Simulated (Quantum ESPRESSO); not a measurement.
# Voltage at the next charge: Sr(111), 5 layers against an electrode

Method. Quantum ESPRESSO 7.5, PBE, GBRV ultrasoft; ESM with bc3, a metal electrode 7.07 Å above the top atoms; cell area 16.007 Å²; ions fixed. V is the potential energy of an electron at the electrode over the slab's Fermi level, divided by e, so that it equals the work function at zero charge; positive charge removes electrons.

```tsv
charge (e a cell)	V (V)
0	2.651
0.024	3.862
0.048	5.131
```

**Question.** What is V at a charge of 0.096 e, and what capacitance do the rows imply?

By hand: The last two rows give dV/dq = (5.131 − 3.862)/(0.048 − 0.024) = 52.9 V/e, so C = 1602/(16.007 × 52.9) = 1.89 µF/cm², an effective gap of 8.854/1.89 = 4.68 Å. At constant C, V = 5.131 + 52.9 × 0.048 = 7.67 V.

**Check.** V = 7.796 V; the estimate misses by −0.13 V, 4.8 % of the step. Over the three intervals C goes 1.98, 1.89 and 1.80 µF/cm²: it falls as electrons leave, the surface charge drawing back towards the atoms.

**Limits.** Vacuum fills the gap; a dielectric or electrolyte would change C. The slab is thin.

[Logs are printed without paths, hosts, clocks, repeated set-up lines and the standing remarks that a program may print on its own settings, such as how far it seeks lower states.]
